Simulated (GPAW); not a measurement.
# Optical response of Si2W

Aim: the dielectric function of Si2W, and the optical constants that follow from it.

Calculated with GPAW 26.7.0; DFT, PBE, plane-wave PAW (GPAW data sets), scalar-relativistic, RPA, optical limit.

## Step 1: Starting point

Symmetry: I4/mmm, No. 139, tetragonal system. Conventional cell: a = 3.214 Å, b = 3.214 Å, c = 7.830 Å, α = 90.00°, β = 90.00°, γ = 90.00°. W has 10 Si at 2.62 Å nearest. Nearest to Si lie 5 Si at 2.59 to 2.63 Å and 5 W at 2.62 Å. Farther neighbours are not listed.

## Step 2: Ground state

The self-consistent density comes first; it also tells whether there is a gap, which decides the occupations and the need for a Drude term.

This step: DFT, PBE, plane-wave PAW (GPAW data sets), scalar-relativistic, ground state (GPAW 26.7.0).

gs.py reads:

```python
from ase import Atoms
from ase.dft.bandgap import bandgap
from gpaw import GPAW, PW, FermiDirac

atoms = Atoms(['W', 'Si', 'Si'],
              cell=[[-1.606900000000, 1.606900000000, 3.914950000000],
                    [1.606900000000, -1.606900000000, 3.914950000000],
                    [1.606900000000, 1.606900000000, -3.914950000000]],
              scaled_positions=[[0.000000000000, 0.000000000000, 0.000000000000],
                                [0.665300000000, 0.665300000000, 0.000000000000],
                                [0.334700000000, 0.334700000000, 0.000000000000]],
              pbc=[True, True, True])
atoms.calc = GPAW(mode=PW(400), xc='PBE', kpts={'size': (10, 10, 10), 'gamma': True},
                  occupations=FermiDirac(0.05), maxiter=150, txt='gs.txt')
print('energy (eV)', atoms.get_potential_energy())
print('Fermi level (eV)', atoms.calc.get_fermi_level())
print('valence electrons', atoms.calc.get_number_of_electrons())
print('gap (eV)', bandgap(atoms.calc, output=None)[0])
print('direct gap (eV)', bandgap(atoms.calc, direct=True, output=None)[0])
atoms.calc.write('gs.gpw')
```

The run is started by

```sh
$ OMP_NUM_THREADS=1 python gs.py
```

Numbers of over 12 decimals in the logs are rounded to 6 here.

Output:

```text
__  _  _
 | _ |_)|_||  |
 |__||  | ||/\| - 26.7.0

Versions:
  Python: 3.12.14
  ASE:    3.29.0
  Numpy:  2.5.5
  Scipy:  1.18.1
  Libxc:  7.0.0

Input parameters:
  mode=PW(ecut=400.0),
  kpts=MonkhorstPack(size=(10, 10, 10), gamma=True),
  maxiter=150,
  occupations=Occupations(name='fermi-dirac', width=0.05, fixmagmom=False),
  xc=XC(name='PBE')

Diagonalizing LCAO Hamiltonian
Converting LCAO to pw mode

       Si

       Si

       W

Atoms  # Å, Bohr magnetons
|   | symbol |         x |         y |        z |    initial magnetic moments |
| 0 |      W |  0.000000 |  0.000000 | 0.000000 | ( 0.0000,  0.0000,  0.0000) |
| 1 |     Si | -0.000000 |  0.000000 | 5.209232 | ( 0.0000,  0.0000,  0.0000) |
| 2 |     Si |  0.000000 | -0.000000 | 2.620668 | ( 0.0000,  0.0000,  0.0000) |

Unit cell  # Å
| periodic |         x |         y |         z |  lengths |     angles |
|      yes | -1.606900 |  1.606900 |  3.914950 | 4.526708 | 138.415317 |
|      yes |  1.606900 | -1.606900 |  3.914950 | 4.526708 | 138.415317 |
|      yes |  1.606900 |  1.606900 | -3.914950 | 4.526708 |  60.267513 |

Number of symmetries: 16
Symmetry operations  # r_c * U_cc + t_c -> r_c
|    | kind |            matrix            |
|  0 |  σ   |  1, 1, 1,  0, 0,-1,  0,-1, 0 |
|  1 |  C4  |  1, 1, 1,  0, 0,-1, -1, 0, 0 |
|  2 |  E   |  1, 0, 0,  0, 1, 0,  0, 0, 1 |
|  3 |  σ   |  1, 0, 0,  0, 1, 0, -1,-1,-1 |
|  4 |  σ   |  0, 1, 0,  1, 0, 0,  0, 0, 1 |
|  5 |  C2  |  0, 1, 0,  1, 0, 0, -1,-1,-1 |
|  6 |  C2  |  0, 0, 1, -1,-1,-1,  1, 0, 0 |
|  7 |  S4  |  0, 0, 1, -1,-1,-1,  0, 1, 0 |
|  8 |  C4  |  0, 0,-1,  1, 1, 1,  0,-1, 0 |
|  9 |  σ   |  0, 0,-1,  1, 1, 1, -1, 0, 0 |
| 10 |  σ   |  0,-1, 0, -1, 0, 0,  1, 1, 1 |
| 11 |  C2  |  0,-1, 0, -1, 0, 0,  0, 0,-1 |
| 12 |  C2  | -1, 0, 0,  0,-1, 0,  1, 1, 1 |
| 13 |  i   | -1, 0, 0,  0,-1, 0,  0, 0,-1 |
| 14 |  S4  | -1,-1,-1,  0, 0, 1,  1, 0, 0 |
| 15 |  C2  | -1,-1,-1,  0, 0, 1,  0, 1, 0 |

BZ-sampling:
  Number of BZ points: 1000
  Number of IBZ points: 102

  Monkhorst-Pack size: [10, 10, 10]
  Monkhorst-Pack shift: [0.05, 0.05, 0.05]

K-points  # in reciprocal-cell coordinates
|     |                                coordinates |     weight |
|   0 | (  0.00000000,   0.00000000,   0.00000000) | 0.00100000 |
|   1 | (  0.10000000,  -0.10000000,   0.00000000) | 0.00400000 |
|   2 | (  0.10000000,  -0.10000000,   0.10000000) | 0.00400000 |
|   3 | (  0.10000000,   0.00000000,   0.00000000) | 0.00800000 |
|   4 | (  0.10000000,   0.10000000,  -0.10000000) | 0.00200000 |
|   5 | (  0.20000000,  -0.20000000,   0.00000000) | 0.00400000 |
|   6 | (  0.20000000,  -0.20000000,   0.10000000) | 0.00800000 |
|   7 | (  0.20000000,  -0.20000000,   0.20000000) | 0.00400000 |
|   8 | (  0.20000000,  -0.10000000,   0.00000000) | 0.01600000 |
|   9 | (  0.20000000,  -0.10000000,   0.10000000) | 0.00800000 |
| ... |                                            |            |
| 101 | (  0.50000000,   0.50000000,   0.50000000) | 0.00100000 |

Plane wave coefficients: 761
Cutoff: 400.0 eV

Spin-components: 1 (collinear spins)
Bands:           18
Projectors:      16
Spin-degeneracy: 2
Datatype:        complex128

Parallelization:
  kpt:    1
  domain: 1
  band:   1

Density:
  Valence electrons: 22.0
  Components: 1
  Grid points: [21 21 21]
  Charge: 0.0  # |e|

Potential:
  Grid points: [21 21 21]

species:
  W:
    name:    Tungsten
    id:
    Z:       74.0
    valence: 14
    core:    60
    charge:  0.0  # [|e|]
    compensation charges:
      type: gauss
      rc: 0.40  # [Å]
      lmax: 2
    cutoffs:
      filter: 2.36  # [Å]
      core: 3.02  # [Å]
    projectors
    | kind |    occ | energy [eV] | rcut [Å] |
    |   5s |  2.000 |     -78.830 |    1.344 |
    |   6s |  2.000 |      -5.697 |    1.344 |
    |   5p |  6.000 |     -43.233 |    1.355 |
    |   6p |  0.000 |      -1.367 |    1.355 |
    |   5d |  4.000 |      -4.494 |    1.228 |
    |    d |        |      22.717 |    1.228 |

    Using partial waves for W as LCAO basis

  Si:
    name:    Silicon
    id:
    Z:       14.0
    valence: 4
    core:    10
    charge:  0.0  # [|e|]
    compensation charges:
      type: gauss
      rc: 0.33  # [Å]
      lmax: 2
    cutoffs:
      filter: 1.86  # [Å]
      core: 2.06  # [Å]
    projectors
    | kind |    occ | energy [eV] | rcut [Å] |
    |   3s |  2.000 |     -10.812 |    1.058 |
    |   3p |  2.000 |      -4.081 |    1.058 |
    |    s |        |      16.399 |    1.058 |
    |    p |        |      23.130 |    1.058 |
    |    d |        |       0.000 |    1.058 |

    Using partial waves for Si as LCAO basis

Reference energy: -454544.360156  # eV

eigensolver:
  PPCG
  Converge bands: occupied
  niter=2

density mixing:
  MSR1-Mixer
  Pratt-step length: 0.05
  Maximum mixing coefficient: 0.75
  Old densities: 10
  SVD Regularization: 0.005
  Good broyden scale: 1.0
  Trust region scale: 1.0
  Backstep threshold: 4.0
  History deletion threshold: 6.0
  Fourier metric: weight=20.0, sigma=0.015

occupation numbers:
  Fermi-Dirac:
    width: 0.0500  # eV

poisson solver:
  ecut: 3200.0  # eV

xc functional:
  name: PBE with 2 nearest neighbor stencil

convergence criteria:
- Maximum [total energy] change in last 3 cyles: 0.0005 eV / valence electron
- Maximum integral of absolute [dens]ity change: 0.0001 electrons / valence electron
- Maximum integral of absolute [eigenst]ate change: 4e-08 eV^2 / valence electron
maximum number of iterations: 150

SCF iterations
|iter     |      energy | eigst |  dens |
|iter:   1||  -23.393614 | +0.29 |       |
|iter:   2||  -23.390963 | -2.26 | -1.19 |
|iter:   3||  -23.344401 | -2.16 | -1.22 |
|iter:   4||  -23.351333 | -2.81 | -1.80 |
|iter:   5||  -23.350683c| -3.25 | -2.25 |
|iter:   6||  -23.350272c| -3.92 | -2.44 |
|iter:   7||  -23.350270c| -6.08 | -3.40 |
|iter:   8||  -23.350270c| -7.77c| -4.09c|

Converged in 8 steps
SCF loop duration: 35.100 s (4.388 s/step)
Energy contributions relative to reference atoms: (reference = -454544.360156)

Energy contributions:
  Kinetic:          21.313160
  Coulomb:         -17.362626
  Zero:             -0.073698
  External:          0.000000
  Xc:              -27.225406
  Entropy:          -0.003400
  Spinorbit:         0.000000
  ----------------------------
  Free energy:     -23.351970
  Extrapolated:    -23.350270

dipole moment: (-12.932451, -12.932451, 2.438259)  # |e|*Ang

Fermi level: 12.699
Eigenvalues  # (at kpt = [0.000, 0.000, 0.000])
| band index |      eig [eV] | occ [0-2] |
|          0 |       -60.941 |     2.000 |
|        ... |               |           |
|          2 |       -25.449 |     2.000 |
|          3 |       -25.449 |     2.000 |
|          4 |        -1.375 |     2.000 |
|          5 |         5.848 |     2.000 |
|          6 |         8.950 |     2.000 |
|          7 |         9.379 |     2.000 |
|          8 |         9.859 |     2.000 |
|          9 |         9.859 |     2.000 |
|         10 |        13.319 |     0.000 |
|         11 |        15.447 |     0.000 |
|         12 |        15.762 |     0.000 |
|         13 |        15.762 |     0.000 |
|         14 |        17.325 |     0.000 |
|         15 |        18.390 |     0.000 |
|         16 |        18.390 |     0.000 |
|         17 |        21.410 |     0.000 |

No gap
No difference between direct/indirect transitions

--- standard output ---
energy (eV) -23.350270
Fermi level (eV) 12.698524
valence electrons 22.0
gap (eV) 0.0
direct gap (eV) 0.0
```

Wall time 39 s (1 thread of Arm Neoverse V1, shared host); peak memory 0.17 GiB.

This step gave:

```
energy       : -23.35 eV
Fermi energy : 12.70 eV
electrons    : 22
```

There are states at the Fermi level within the smearing, so the occupations stay smeared and the carriers get a Drude term.

## Step 3: Bands for the response

At the fixed density, many empty bands are solved on the mesh of the response, since the spectrum sums over them.

This step: DFT, PBE, plane-wave PAW (GPAW data sets), scalar-relativistic, bands at fixed density (GPAW 26.7.0).

nscf.py reads:

```python
from ase.dft.bandgap import bandgap
from gpaw import GPAW, FermiDirac

calc = GPAW('gs.gpw').fixed_density(kpts={'size': (24, 24, 24), 'gamma': True}, nbands=39, convergence={'bands': 33},
                                    occupations=FermiDirac(0.05), txt='nscf.txt')
print('gap (eV)', bandgap(calc, output=None)[0])
print('direct gap (eV)', bandgap(calc, direct=True, output=None)[0])
print('top band over the Fermi level (eV)', min(calc.get_eigenvalues(kpt=k)[32] for k in range(len(calc.get_ibz_k_points()))) - calc.get_fermi_level())
calc.write('full.gpw', mode='all')
```

The run is started by

```sh
$ OMP_NUM_THREADS=1 python nscf.py
```

Output:

```text
Diagonalizing LCAO Hamiltonian
Converting LCAO to pw mode
convergence criteria:
- Maximum integral of absolute [eigenst]ate change: 4e-08 eV^2 / valence electron
maximum number of iterations: 150

SCF iterations
|iter     |      energy | eigst |  dens |
|iter:   1||             | +2.93 |       |
|iter:   2||             | +1.31 |       |
|iter:   3||             | +0.38 |       |
|iter:   4||             | -0.55 |       |
|iter:   5||             | -1.35 |       |
|iter:   6||             | -2.11 |       |
|iter:   7||             | -2.84 |       |
|iter:   8||             | -3.52 |       |
|iter:   9||             | -4.26 |       |
|iter:  10||             | -5.00 |       |
|iter:  11||             | -5.76 |       |
|iter:  12||             | -6.49 |       |
|iter:  13||             | -7.19 |       |
|iter:  14||             | -7.77c|       |
SCF steps: 14
  __  _  _
 | _ |_)|_||  |
 |__||  | ||/\| - 26.7.0

Versions:
  Python: 3.12.14
  ASE:    3.29.0
  Numpy:  2.5.5
  Scipy:  1.18.1
  Libxc:  7.0.0

Input parameters:
  mode=PW(ecut=400.0),
  convergence={'bands': 33},
  gpts=array([21, 21, 21]),
  kpts=MonkhorstPack(size=(24, 24, 24), gamma=True),
  maxiter=150,
  nbands=39,
  occupations=Occupations(name='fermi-dirac', width=0.05, fixmagmom=False),
  parallel={},
  xc=XC(name='PBE')

--- standard output ---
gap (eV) 0.0
direct gap (eV) 0.0
top band over the Fermi level (eV) 24.751231
```

It took 20 min on 1 thread; peak memory 0.84 GiB.

## Step 4: Dielectric function, RPA

Local fields let the induced charge screen the field inside the cell, which as a rule lowers ε, most along directions where the density is uneven.

This step: DFT, PBE, plane-wave PAW (GPAW data sets), scalar-relativistic, RPA, optical limit (GPAW 26.7.0).

df.py reads:

```python
from gpaw.response.df import DielectricFunction

df = DielectricFunction('full.gpw', frequencies={'type': 'nonlinear', 'domega0': 0.03, 'omega2': 8},
                        ecut=30,
                        eta=0.1,
                        nbands=33,
                        rate=0.05,
                        txt='df.txt')
for direction in ['x', 'z']:
    df.get_dielectric_function(xc='RPA', direction=direction, filename=f'df_{direction}.csv')
```

The run is started by

```sh
$ OMP_NUM_THREADS=1 python df.py
```

Output:

```text
Using integrator: PointIntegrator
NonLinearFrequencyDescriptor(from 0.000 to 105.287 eV, 545 points)
Nonperiodic BCs:  [False False False]
Using integrator: PointIntegrator
NonLinearFrequencyDescriptor(from 0.000 to 105.287 eV, 545 points)
Nonperiodic BCs:  [False False False]
Using integrator: PointIntegrator

Calculating chi0 body with:
    Ground state adapter containing:
    Number of spins: 1
    Number of kpoints: 13824
    Number of irreducible kpoints: 1063
    Number of completely occupied states: 10
    Number of partially occupied states: 12

    Linear response parametrization:
    q_c: [0.0, 0.0, 0.0]
    Number of frequency points: 545
    Planewave cutoff: 30.0
    Number of bands: 33
    Number of planewaves: 15
    Broadening (eta): 0.1

Integrating chi0 body.

Symmetries of q_c:
    Direct symmetries (Uq -> q): 16
    Indirect symmetries (TUq -> q): 0
In total 16 allowed symmetries.

1063 groups of equivalent kpoints. 92.310475% reduction.

Integral kind: spectral function

Calculating chi0 optical extensions with:
    Ground state adapter containing:
    Number of spins: 1
    Number of kpoints: 13824
    Number of irreducible kpoints: 1063
    Number of completely occupied states: 10
    Number of partially occupied states: 12

    Linear response parametrization:
    Number of frequency points: 545
    Planewave cutoff: 30.0
    Number of bands: 33
    Number of planewaves: 15
    Broadening (eta): 0.1
Integrating chi0 head and wings.

Symmetries of q_c:
    Direct symmetries (Uq -> q): 16
    Indirect symmetries (TUq -> q): 0
In total 16 allowed symmetries.

1063 groups of equivalent kpoints. 92.310475% reduction.

Integral kind: spectral function wings

Calculating drude chi0 with:
    Number of frequency points:545
    Plasma frequency decay rate: 0.05 eV

    Ground state adapter containing:
    Number of spins: 1
    Number of kpoints: 13824
    Number of irreducible kpoints: 1063
    Number of completely occupied states: 10
    Number of partially occupied states: 12

Symmetries of q_c:
    Direct symmetries (Uq -> q): 16
    Indirect symmetries (TUq -> q): 0
In total 16 allowed symmetries.

1063 groups of equivalent kpoints. 92.310475% reduction.

Integral kind: intraband
Plasma frequency:
[[2.78+0.j 0.  -0.j 0.  +0.j]
 [0.  -0.j 2.78+0.j 0.  -0.j]
 [0.  +0.j 0.  -0.j 2.85-0.j]]
```

Wall time 3.1 min (1 thread); peak memory 0.32 GiB.

This step gave:

```
main peak of the optical conductivity above 1 eV, first axis : 5.100 eV
```

Some rows of df_x.csv (energy; Re and Im without local fields; Re and Im with them):

```text
0.000000, 3124.408353, 0.000000, 3123.967260, 0.000000
0.460735, -14.509567, 10.028933, -14.933662, 9.988529
0.943989, 12.847934, 3.312947, 12.414372, 3.285520
1.451455, 18.956000, 5.189356, 18.401277, 5.157735
1.984998, 21.484592, 5.864523, 20.684095, 5.671339
2.546682, 22.226846, 15.147877, 21.611253, 14.094363
3.138794, 17.165076, 15.420866, 17.232334, 14.495236
3.763875, 19.418962, 20.608980, 19.876894, 19.775969
4.424758, 9.492565, 24.205618, 10.112564, 24.011150
5.124608, 1.416487, 27.803331, 1.959393, 27.948352
5.866977, -5.449741, 21.068791, -5.367170, 21.325246
6.655862, -9.700455, 16.452224, -9.712681, 16.537291
7.495775, -9.684708, 7.620360, -9.687748, 7.701428
8.391833, -7.324571, 5.026513, -7.383100, 5.067197
9.349861, -5.195097, 3.596383, -5.244028, 3.565442
10.376517, -4.518259, 2.133582, -4.525662, 2.119810
11.479449, -3.345177, 1.397936, -3.356784, 1.386580
12.667487, -2.388232, 1.059821, -2.404907, 1.046563
13.950874, -1.894528, 0.725679, -1.903080, 0.720103
```

Im ε against photon energy; read off at these points:

```csv
photon energy (eV),E ∥ x,E ∥ z
0.50,8.13,6.81
1.00,3.52,2.50
1.50,5.56,7.68
2.00,5.72,13.1
2.50,13.7,33.3
2.74,15.5,36.2
3.00,15.2,32.5
3.50,15.7,21.6
4.00,25.0,19.0
4.50,24.3,20.0
5.00,27.6,20.4
5.08,28.2,19.6
5.50,24.0,16.9
6.00,20.4,16.7
6.50,17.3,16.6
7.00,13.0,16.5
7.50,7.68,10.2
8.00,6.27,7.04
8.50,4.67,5.06
9.00,3.79,3.83
9.50,3.54,2.86
10.00,2.76,2.26
10.50,2.02,1.58
11.00,1.76,1.42
11.50,1.37,1.01
12.00,1.29,0.901
12.50,1.04,0.745
13.00,0.988,0.700
13.50,0.861,0.572
14.00,0.712,0.443
14.50,0.578,0.360
```

Re ε against photon energy:

```csv
photon energy (eV),E ∥ x,E ∥ z
0.5,-9.89,-6.26
1.0,13.6,20.0
1.5,18.4,28.3
2.0,20.9,33.2
2.5,22.1,27.8
3.0,17.1,9.57
3.5,19.4,1.25
4.0,15.9,4.24
4.5,9.89,5.36
5.0,5.45,-0.822
5.5,-2.34,-1.29
6.0,-5.58,-2.86
6.5,-8.49,-3.87
7.0,-11.2,-8.26
7.5,-9.66,-11.0
8.0,-7.87,-9.15
8.5,-7.20,-8.20
9.0,-5.79,-6.99
9.5,-5.18,-6.13
10.0,-5.12,-5.54
10.5,-4.33,-4.62
11.0,-3.76,-4.07
11.5,-3.33,-3.51
12.0,-2.89,-3.02
12.5,-2.53,-2.61
13.0,-2.30,-2.32
13.5,-2.12,-2.10
14.0,-1.89,-1.84
14.5,-1.70,-1.60
```

The Im ε, E ∥ x by photon energy; read off at these points:

```csv
photon energy (eV),without local fields,with local fields
0.50,8.17,8.13
1.00,3.54,3.52
1.50,5.60,5.56
2.00,5.92,5.72
2.50,14.7,13.7
3.00,16.2,15.2
3.50,16.6,15.7
4.00,25.6,25.0
4.50,24.4,24.3
5.00,27.6,27.6
5.08,28.1,28.2
5.50,23.7,24.0
6.00,20.2,20.4
6.50,17.2,17.3
7.00,12.9,13.0
7.50,7.60,7.68
8.00,6.20,6.27
8.50,4.63,4.67
9.00,3.79,3.79
9.50,3.58,3.54
10.00,2.78,2.76
10.50,2.03,2.02
11.00,1.78,1.76
11.50,1.38,1.37
12.00,1.30,1.29
12.50,1.05,1.04
13.00,1.01,0.988
13.50,0.870,0.861
14.00,0.716,0.712
14.50,0.586,0.578
```

Table of refractive index n and extinction k by photon energy:

```csv
photon energy (eV),"n, E ∥ x","k, E ∥ x","n, E ∥ z","k, E ∥ z"
0.5,1.21,3.36,1.23,2.77
1.0,3.71,0.473,4.49,0.278
1.5,4.34,0.641,5.36,0.716
2.0,4.61,0.621,5.87,1.12
2.5,4.90,1.40,5.97,2.79
3.0,4.47,1.70,4.66,3.49
3.5,4.71,1.67,3.39,3.20
4.0,4.77,2.62,3.44,2.76
4.5,4.25,2.86,3.61,2.77
5.0,4.10,3.37,3.13,3.26
5.5,3.30,3.64,2.80,3.02
6.0,2.79,3.65,2.66,3.15
6.5,2.33,3.73,2.57,3.23
7.0,1.73,3.76,2.26,3.66
7.5,1.16,3.32,1.41,3.60
8.0,1.05,2.99,1.09,3.22
8.5,0.831,2.81,0.847,2.99
9.0,0.751,2.52,0.700,2.74
9.5,0.740,2.39,0.564,2.54
10.0,0.589,2.34,0.471,2.40
10.5,0.473,2.13,0.364,2.18
11.0,0.442,1.99,0.346,2.05
11.5,0.368,1.86,0.266,1.89
12.0,0.371,1.74,0.256,1.76
12.5,0.321,1.62,0.228,1.63
13.0,0.319,1.55,0.227,1.54
13.5,0.290,1.49,0.196,1.46
14.0,0.254,1.40,0.162,1.37
14.5,0.219,1.32,0.142,1.27
```

Table of reflectivity at normal incidence by photon energy; read off at these points:

```
photon energy (eV)  E ∥ x (%)  E ∥ z (%)
              0.50       69.9       60.8
              1.00       33.8       40.5
              1.50       40.0       47.7
              2.00       42.1       51.5
              2.50       46.7       57.6
              3.00       45.5       57.8
              3.50       46.8       54.0
              4.00       52.5       49.7
              4.50       52.4       50.0
              5.00       56.1       54.8
              5.50       58.4       52.5
              6.00       59.7       54.4
              6.50       62.7       55.7
              7.00       68.0       62.3
              7.27       71.4       68.0
              7.50       70.4       70.0
              8.00       68.2       70.3
              8.50       70.4       72.5
              9.00       68.1       73.0
              9.50       66.2       74.6
             10.00       70.5       76.3
             10.50       71.8       78.0
             11.00       70.7       76.9
             11.50       72.4       79.4
             12.00       69.7       78.0
             12.50       70.6       78.1
             13.00       69.2       76.6
             13.50       70.1       78.0
             14.00       71.2       79.9
             14.50       72.9       80.6
```

From ε follow the optical constants at some laser and lamp lines:

| wavelength (nm) | n x | k x | R (%) x | 1/α x | n z | k z | R (%) z | 1/α z |
| --- | --- | --- | --- | --- | --- | --- | --- | --- |
| 1550 | 2.95 | 0.664 | 26.5 | 186 nm | 3.76 | 0.334 | 34.0 | 370 nm |
| 1064 | 3.96 | 0.495 | 36.3 | 171 nm | 4.86 | 0.311 | 43.6 | 272 nm |
| 800 | 4.34 | 0.673 | 40.1 | 95 nm | 5.39 | 0.771 | 47.9 | 83 nm |
| 633 | 4.56 | 0.612 | 41.7 | 82 nm | 5.80 | 1.056 | 51.0 | 48 nm |
| 450 | 4.71 | 1.645 | 46.7 | 22 nm | 5.30 | 3.396 | 58.6 | 11 nm |
| 308 | 4.72 | 2.664 | 52.6 | 9.2 nm | 3.44 | 2.752 | 49.6 | 8.9 nm |
| 193 | 2.37 | 3.734 | 62.5 | 4.1 nm | 2.55 | 3.211 | 55.5 | 4.8 nm |

In reflection the computed colour is light grey: x = 0.303, y = 0.326, luminous reflectivity 50 %.

## Step 5: Outcome

| Quantity | Value |
| --- | --- |
| main peak of the optical conductivity above 1 eV, first axis | 5.10 eV |

At this level (PBE, RPA) Si2W is a metal; it reflects 46 % at 550 nm for E ∥ x. In reflection the computed colour is light grey: x = 0.303, y = 0.326, luminous reflectivity 50 %. The carriers' damping of 0.05 eV is typed, not computed; it shapes the response at the lowest energies. Spin-orbit coupling is left out although heavy atoms are present. The sum runs over mesh points, so small or evenly spaced maxima can still be ripples of the mesh. In this version of GPAW the matrix elements of the optical limit are incomplete, which can lower ε − 1 by up to a tenth where first-row anions or d states rule, and shift it by more in d metals. GPAW's carrier term has the form −ωp²/(ω + i·rate)², which damps like twice the rate and fails at low energy, so the curves leave the lowest energies out.

[Machine, clock and banner lines and Python warnings are left out of the logs.]

[Logs are printed without paths, hosts, clocks, repeated set-up lines and the standing remarks that a program may print on its own settings, such as how far it seeks lower states.]

[Hosts, paths, dates, database ids (printed as entryN), source tags and the programs' standing remarks are cut or masked in the printed files.]
